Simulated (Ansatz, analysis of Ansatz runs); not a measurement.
# Migration in Na2WO4 (Fd-3m): O_i hop between interstitial places, charge 0, part 4 of 5

Wanted: path and barrier of a jump of O in Na2WO4 (Fd-3m) at charge 0. The case: O_i hop between interstitial places, in a cell of 56 host atoms with 1 O put in.

Ansatz 0.2.0; plane-wave PAW DFT, PBEsol; nudged elastic band between two relaxed defect structures.

So far, barrier forward (eV): step 4 (nudged elastic band, charge 0) 2.07.

### 5. Single point at the start point, PBEsol, denser k-mesh

Three single points on a mesh of more k-points (start, top, end) test the sampling. The start is shown; top and end are run alike.

This step: plane-wave PAW DFT, PBEsol; single point of a defect supercell on a structure of the PBEsol path.

Contents of q0.start.mesh/input.yaml:

```yaml
crystal:
  lattice:
    - [9.1091061, 0.0, 0.0]
    - [0.0, 9.1091061, 0.0]
    - [0.0, 0.0, 9.1091061]
  atoms:
    - { symbol: Na, position: [0.12647235, 0.37483179, 0.37876459] }
    - { symbol: Na, position: [0.12440913, 0.87680247, 0.8794871] }
[... 6 atom lines left out ...]
    - { symbol: Na, position: [0.37300761, 0.37778865, 0.12687722] }
[... 6 atom lines left out ...]
    - { symbol: Na, position: [0.6218453, 0.64764241, 0.12247457] }
[... 1 atom line left out ...]
    - { symbol: W, position: [0.24943167, 0.75187032, 0.25367976] }
    - { symbol: W, position: [0.75471223, 0.24538995, 0.25991834] }
[... 4 atom lines left out ...]
    - { symbol: W, position: [0.49790677, 0.50162966, 0.49994097] }
[... 1 atom line left out ...]
    - { symbol: O, position: [0.36226533, 0.63952497, 0.13904651] }
[... 4 atom lines left out ...]
    - { symbol: O, position: [0.63284532, 0.29919513, 0.09003276] }
[... 10 atom lines left out ...]
    - { symbol: O, position: [0.38709973, 0.61162968, 0.61853563] }
[... 4 atom lines left out ...]
    - { symbol: O, position: [0.61499878, 0.38620878, 0.60727638] }
[... 4 atom lines left out ...]
    - { symbol: O, position: [0.60919971, 0.62149792, 0.39162894] }
    - { symbol: O, position: [0.38073805, 0.388912, 0.39000668] }
[... 3 atom lines left out ...]
    - { symbol: O, position: [0.63367471, 0.41601353, 0.20689018] }
basis:
  ecutwfc: 420
  xc_grid: 2
hamiltonian:
  xc: pbesol
kpoints:
  mp_grid: { grid: [2, 2, 2], shift: [0.5, 0.5, 0.5] }
scf:
  occupations: { method: fixed }
  max_iter: 120
output:
  forces: true
  eigenvalues: true
checkpoint:
  write: "../q0.start.mesh.run"
  compress: false
  write_wavefunctions: false
  write_every: 100000
```

Run with:

```bash
$ ansatz run input.yaml --threads 4 --pin off --max-ram 14131MiB --backend cpu --events-out ev --progress --plain --runs-dir out
```

Numbers of over 12 decimals in the logs are rounded to 6 here.

The program printed:

```text
[...]
Crystal: 57 atoms, lattice volume = 755.835 Å³
Basis set: ecut = 420 eV, 14771 PW (Γ), exchange–correlation on 128×128×128 points (8 copies of the dense FFT grid, shifted against one another)
Bands: 284, of which v1, the nominal top of the filled ones, is band 227 counted from 1 (226 counted from 0)
Symmetry: 1 space group operations
[...]
k-points: 4 of 8 (time reversal used)
[...]
SCF iter   1: F=—  HF=-124210.571291 eV  |F-HF|=—  |Δ(HF+E_count)|=         —  Δρ=1.52e-2  dr2=1.82e0  ethr=1.77e-3  ⟨swp⟩=5.0  Hψ=4076  notcnv=0  defer=200
[...]
SCF iter   3: F=—  HF=-124210.204162 eV  |F-HF|=—  |Δ(HF+E_count)|=   7.09e-2  Δρ=1.27e-3  dr2=1.00e-2  ethr=7.91e-5  ⟨swp⟩=2.0  Hψ=1464  notcnv=0  defer=136
[...]
Fermi energy:    5.385239 eV
[...]
--- Forces (eV/Å), atoms counted from 1 ---
  atom   1  Na    -0.00002907     0.00039411     0.00035151
  atom   2  Na     0.00102120     0.00068330     0.00125405
  [... 6 atoms left out ...]
  atom   9  Na     0.00611560    -0.00116303     0.00472326
  [... 6 atoms left out ...]
  atom  16  Na    -0.00120162     0.01467349    -0.00405556
  [... 7 atoms left out ...]
  atom  24  W     -0.00297017     0.00067501     0.01668010
  [... 1 atom left out ...]
  atom  26  O      0.00725224    -0.00546017    -0.00146053
  [... 4 atoms left out ...]
  atom  31  O     -0.00572022    -0.01601328    -0.01077199
  [... 10 atoms left out ...]
  atom  42  O      0.00087474    -0.00341541    -0.00430397
  [... 4 atoms left out ...]
  atom  47  O     -0.00360038    -0.00068249     0.00242301
  [... 4 atoms left out ...]
  atom  52  O      0.00875980     0.00834205    -0.00982609
  atom  53  O     -0.00467409    -0.00110127    -0.00216346
  [... 3 atoms left out ...]
  atom  57  O     -0.00875162     0.00157111     0.01279493
  max |Σ_I F_I| component: 1.19e-4 eV/Å
--- Band table (eV) ---
[...]
[... further k-points left out ...]
[key lines of the parts left out:]
SCF converged after 10 iterations
Free energy (F): -124210.209629 eV
```

Wall time 36 s (4 threads of Arm Neoverse V2, shared host); peak memory 3.7 GiB; 2.3 min of CPU time.

Numbers from this step:

- free energy: -124210.2096 eV

### 6. Barrier from single points, PBEsol, denser k-mesh

Analysis of the runs above: barrier from PBEsol single points on the PBEsol path.

It gives:

- barrier forward: 2.079 eV
- barrier backward: 2.079 eV
- end less start: -1.27e-4 eV

This gives 2.079 eV against the band's 2.073 eV (backward 2.079 against 2.073 eV). This mesh holds only the band's own point and its sign variants, so it tests the average over those and no finer sampling.

### 7. Single point at the start point, LDA

Three single points with LDA show how much the barrier depends on that choice; lattice and path are kept. The start is shown; top and end are run alike.

This step: plane-wave PAW DFT, LDA; single point of a defect supercell on a structure of the PBEsol path.

q0.start.lda/input.yaml, as its differences from q0.start.mesh/input.yaml of step 5:

```diff
@@ -34,5 +34,5 @@
 hamiltonian:
-  xc: pbesol
+  xc: lda
 kpoints:
-  mp_grid: { grid: [2, 2, 2], shift: [0.5, 0.5, 0.5] }
+  mp_grid: { grid: [1, 1, 1], shift: [0.25, 0.25, 0.25] }
 scf:
@@ -44,3 +44,3 @@
 checkpoint:
-  write: "../q0.start.mesh.run"
+  write: "../q0.start.lda.run"
   compress: false
```

The program printed:

```text
[...]
Crystal: 57 atoms, lattice volume = 755.835 Å³
Basis set: ecut = 420 eV, 14771 PW (Γ), exchange–correlation on 128×128×128 points (8 copies of the dense FFT grid, shifted against one another)
Bands: 284, of which v1, the nominal top of the filled ones, is band 227 counted from 1 (226 counted from 0)
Symmetry: 1 space group operations
[...]
k-points: 1
[...]
SCF iter   1: F=—  HF=-122864.603026 eV  |F-HF|=—  |Δ(HF+E_count)|=         —  Δρ=1.84e-2  dr2=2.63e0  ethr=1.77e-3  ⟨swp⟩=5.0  Hψ=1018  notcnv=0  defer=50
[...]
SCF iter  10: F=-122863.991008 eV  HF=-122863.991008 eV  |F-HF|=3.23e-9  |Δ(HF+E_count)|=   8.58e-8  Δρ=2.36e-6  dr2=4.98e-8  ethr=2.20e-11  ⟨swp⟩=10.0  Hψ=1172  notcnv=0
SCF 1 converged in 10 iterations: F = -122863.991008 eV  dr2 = 4.98e-8
[...]
SCF converged after 10 iterations
Free energy (F): -122863.991008 eV
[...]
Internal energy: -122863.991008 eV  (E = F + TS)
E sigma→0 (E₀):  -122863.991008 eV
Fermi energy:    5.091505 eV
[...]
--- Forces (eV/Å), atoms counted from 1 ---
  atom   1  Na    -0.00164655     0.00052869     0.00565030
  atom   2  Na     0.00107387    -0.00171799    -0.00159875
  [... 6 atoms left out ...]
  atom   9  Na     0.00865036    -0.00340426     0.00624551
  [... 6 atoms left out ...]
  atom  16  Na    -0.00550743    -0.00054155     0.00828451
  [... 7 atoms left out ...]
  atom  24  W     -0.00003949    -0.00346669     0.01013400
  [... 1 atom left out ...]
  atom  26  O     -0.11731881     0.12216112     0.12170852
  [... 4 atoms left out ...]
  atom  31  O      0.06042815     0.11501835     0.21817411
  [... 10 atoms left out ...]
  atom  42  O      0.12762853    -0.12452138    -0.13462045
  [... 4 atoms left out ...]
  atom  47  O     -0.13679364     0.13018843    -0.09086750
  [... 4 atoms left out ...]
  atom  52  O     -0.12046274    -0.14310279     0.09898876
  atom  53  O      0.13028258     0.13153798     0.11496683
  [... 3 atoms left out ...]
  atom  57  O      0.04575753    -0.23024214    -0.11373657
  max |Σ_I F_I| component: 5.24e-5 eV/Å
--- Band table (eV) ---
[...]
```

It took 9.9 s on 4 threads; peak memory 1.3 GiB; 37 s of CPU time.

This step gave:

```
free energy : -122863.9910 eV
```

### 8. Barrier from single points, LDA

Analysis of the runs above: barrier from LDA single points on the PBEsol path.

It gives:

- barrier forward: 1.994 eV
- barrier backward: 1.995 eV
- end less start: -9.70e-6 eV

This gives 1.994 eV against the band's 2.073 eV.

### 9. Single point at the start point, r2SCAN

Three single points with a meta-GGA, at its higher cutoff of 500 eV, show what it does to the barrier on the path found. The start is shown; top and end are run alike.

This step: plane-wave PAW DFT, r2SCAN; single point of a defect supercell on a structure of the PBEsol path.

q0.start.r2scan/input.yaml, as its differences from q0.start.lda/input.yaml of step 7:

```diff
@@ -31,6 +31,6 @@
 basis:
-  ecutwfc: 420
+  ecutwfc: 500
   xc_grid: 2
 hamiltonian:
-  xc: lda
+  xc: r2scan
 kpoints:
@@ -44,3 +44,3 @@
 checkpoint:
-  write: "../q0.start.lda.run"
+  write: "../q0.start.r2scan.run"
   compress: false
```

The program printed:

```text
[...]
Crystal: 57 atoms, lattice volume = 755.835 Å³
Basis set: ecut = 500 eV, 19213 PW (Γ), exchange–correlation on 144×144×144 points (8 copies of the dense FFT grid, shifted against one another)
Bands: 284, of which v1, the nominal top of the filled ones, is band 227 counted from 1 (226 counted from 0)
Symmetry: 1 space group operations
[...]
k-points: 1
[...]
SCF iter   1: F=—  HF=-125802.608170 eV  |F-HF|=—  |Δ(HF+E_count)|=         —  Δρ=9.21e-3  dr2=5.72e-1  dr2_τ=3.08e0  ethr=1.77e-3  ⟨swp⟩=5.0  Hψ=1015  notcnv=0  defer=50
[...]
SCF iter   9: F=-125803.164202 eV  HF=-125803.164202 eV  |F-HF|=6.97e-9  |Δ(HF+E_count)|=   1.22e-7  Δρ=2.82e-6  dr2=6.17e-8  dr2_τ=8.16e-9  ethr=2.20e-11  ⟨swp⟩=12.0  Hψ=1128  notcnv=0
SCF 1 converged in 9 iterations: F = -125803.164202 eV  dr2 = 6.17e-8
[...]
SCF converged after 9 iterations
Free energy (F): -125803.164202 eV
[...]
Internal energy: -125803.164202 eV  (E = F + TS)
E sigma→0 (E₀):  -125803.164202 eV
Fermi energy:    4.984099 eV
[...]
--- Forces (eV/Å), atoms counted from 1 ---
  atom   1  Na     0.00274118    -0.00100652     0.00027979
  atom   2  Na     0.00302917    -0.00066226     0.00359229
  [... 6 atoms left out ...]
  atom   9  Na     0.03879198    -0.00394773     0.00662783
  [... 6 atoms left out ...]
  atom  16  Na     0.00408601     0.00416537     0.01317482
  [... 7 atoms left out ...]
  atom  24  W      0.00896425     0.03329312    -0.00237576
  [... 1 atom left out ...]
  atom  26  O     -0.06533379     0.06863303     0.07235197
  [... 4 atoms left out ...]
  atom  31  O     -0.00888447     0.02828921     0.02116855
  [... 10 atoms left out ...]
  atom  42  O      0.06944633    -0.07044666    -0.07885911
  [... 4 atoms left out ...]
  atom  47  O     -0.07282793     0.06837016    -0.06022386
  [... 4 atoms left out ...]
  atom  52  O     -0.08314664    -0.05427433     0.10709950
  atom  53  O      0.07115787     0.06846173     0.07266718
  [... 3 atoms left out ...]
  atom  57  O     -0.01984129    -0.03493339    -0.02885366
  max |Σ_I F_I| component: 9.03e-3 eV/Å
--- Band table (eV) ---
[...]
```

Elapsed: 16 s, on 4 threads; peak memory 1.9 GiB; 62 s of CPU time.

Read from the output:

- free energy: -125803.1642 eV

### 10. Barrier from single points, r2SCAN

Analysis of the runs above: barrier from r2SCAN single points on the PBEsol path.

It gives:

* barrier forward: 2.167 eV
* barrier backward: 2.167 eV
* end less start: -1.25e-4 eV

This gives 2.167 eV against the band's 2.073 eV.

### 11. Single point at the top of the path, PBEsol

A single point at the top of the band gives the levels near the gap and the populations there.

This step: plane-wave PAW DFT, PBEsol; single point of a defect supercell on a structure of the PBEsol path.

Contents of q0.top.probe/input.yaml:

```yaml
crystal:
  lattice:
    - [9.1091061, 0.0, 0.0]
    - [0.0, 9.1091061, 0.0]
    - [0.0, 0.0, 9.1091061]
  atoms:
    - { symbol: Na, position: [0.12438573, 0.37503736, 0.38147946] }
    - { symbol: Na, position: [0.12890184, 0.87176194, 0.87869706] }
[... 6 atom lines left out ...]
    - { symbol: Na, position: [0.3409053, 0.34182769, 0.11467652] }
[... 6 atom lines left out ...]
    - { symbol: Na, position: [0.65935787, 0.66027878, 0.11308475] }
[... 1 atom line left out ...]
    - { symbol: W, position: [0.24997033, 0.7509239, 0.25669223] }
    - { symbol: W, position: [0.75000035, 0.25089436, 0.25669799] }
[... 4 atom lines left out ...]
    - { symbol: W, position: [0.49989346, 0.50081543, 0.50933112] }
[... 1 atom line left out ...]
    - { symbol: O, position: [0.35975635, 0.64134107, 0.13504082] }
[... 4 atom lines left out ...]
    - { symbol: O, position: [0.64041052, 0.36068755, 0.1350608] }
[... 10 atom lines left out ...]
    - { symbol: O, position: [0.38644748, 0.61413316, 0.62302742] }
[... 4 atom lines left out ...]
    - { symbol: O, position: [0.6132104, 0.38736978, 0.62302788] }
[... 4 atom lines left out ...]
    - { symbol: O, position: [0.61512219, 0.61604307, 0.40052245] }
    - { symbol: O, position: [0.38488367, 0.38580512, 0.3999743] }
[... 3 atom lines left out ...]
    - { symbol: O, position: [0.50014108, 0.50107619, 0.12840239] }
basis:
  ecutwfc: 420
  xc_grid: 2
hamiltonian:
  xc: pbesol
kpoints:
  mp_grid: { grid: [1, 1, 1], shift: [0.25, 0.25, 0.25] }
scf:
  occupations: { method: fixed }
  max_iter: 120
output:
  forces: true
  eigenvalues: true
  eigenstates: { localisation: true }
  populations: true
  write_density: true
  write_potential: true
  volumetric_format: npy
  elf: true
checkpoint:
  write: "../q0.top.probe.run"
  compress: false
  write_wavefunctions: false
  write_every: 100000
```

The program printed:

```text
[...]
Warning: at least one further symmetry operation maps every atom of the structure, as the run holds it, onto an atom to within 2.32e-5 (fractional), and is not used: no operation is sought that the atoms, as the run holds them, miss by more than 2.00e-5, [...]
[...]
Crystal: 57 atoms, lattice volume = 755.835 Å³
Basis set: ecut = 420 eV, 14771 PW (Γ), exchange–correlation on 128×128×128 points (8 copies of the dense FFT grid, shifted against one another)
Bands: 284, of which v1, the nominal top of the filled ones, is band 227 counted from 1 (226 counted from 0)
Symmetry: 1 space group operations
[...]
k-points: 1
[...]
SCF iter   1: F=—  HF=-124208.509062 eV  |F-HF|=—  |Δ(HF+E_count)|=         —  Δρ=1.52e-2  dr2=1.86e0  ethr=1.77e-3  ⟨swp⟩=5.0  Hψ=1013  notcnv=0  defer=53
[...]
[... 10 atoms left out ...]
  atom  42  O     -0.00057932     0.00062367     0.00058027
  [... 4 atoms left out ...]
  atom  47  O      0.00064570    -0.00059686     0.00067267
  [... 4 atoms left out ...]
  atom  52  O     -0.00319737    -0.00317865    -0.00470922
  atom  53  O      0.00069746     0.00071324     0.00408440
  [... 3 atoms left out ...]
  atom  57  O      0.00075673     0.00144790     0.00171092
  max |Σ_I F_I| component: 6.27e-5 eV/Å
--- Band table (eV) ---
[...]
--- Löwdin populations: 57 sites ---
  site symbol       q [e]
     0     Na      8.2641
     1     Na      8.2621
[...]
8     Na      8.2543
[...]
15     Na      8.2545
[...]
23      W     12.2678
  [... 1 atom left out ...]
    25      O      6.5248
[...]
30      O      6.5248
  [... 10 atoms left out ...]
    41      O      6.7500
  [... 4 atoms left out ...]
    46      O      6.7499
  [... 4 atoms left out ...]
    51      O      6.7199
    52      O      6.7216
  [... 3 atoms left out ...]
    56      O      6.5333
  spilling = 0.004564 (of n_electrons = 454.000000)
[key lines of the parts left out:]
SCF converged after 10 iterations
Free energy (F): -124208.132866 eV
Fermi energy:    5.670253 eV
```

Elapsed: 15 s, on 4 threads; peak memory 1.4 GiB; 58 s of CPU time.

Numbers from this step:

```yaml
free_energy: -124208.1329 eV
```

States next to the filling edge at the first k-point, on the run's own zero (eigenstates.tsv). The participation number counts the atoms that a state is spread over, of 57; bands count from 0.

| spin | band | energy (eV) | occupation | participation | largest share on | share |
| --- | --- | --- | --- | --- | --- | --- |
| both | 221 | 4.367 | 2.00 | 20.2 | O53 | 0.09 |
| both | 222 | 4.420 | 2.00 | 9.9 | O53 | 0.22 |
| both | 223 | 4.436 | 2.00 | 10.1 | O52 | 0.22 |
| both | 224 | 4.511 | 2.00 | 5.0 | O53 | 0.34 |
| both | 225 | 5.510 | 2.00 | 2.4 | O57 | 0.63 |
| both | 226 | 5.670 | 2.00 | 2.1 | O57 | 0.69 |
| both | 227 | 7.830 | 0.00 | 4.0 | O57 | 0.46 |
| both | 228 | 9.651 | 0.00 | 10.0 | W18 | 0.21 |
| both | 229 | 9.654 | 0.00 | 12.6 | W22 | 0.17 |
| both | 230 | 9.667 | 0.00 | 13.9 | W19 | 0.16 |
| both | 231 | 9.722 | 0.00 | 16.6 | W18 | 0.15 |

Under PBEsol at one point at (¼, ¼, ¼), the highest filled state is spread over 2 of 57 atoms, and the lowest empty one, 2.16 eV above it, is spread over 4 of 57 atoms.

(Part 4 of 5 ends here.)

[Logs are printed without paths, hosts, clocks, repeated set-up lines and the standing remarks that a program may print on its own settings, such as how far it seeks lower states.]

[Hosts, paths, dates, database ids (printed as entryN), source tags and the programs' standing remarks are cut or masked in the printed files.]
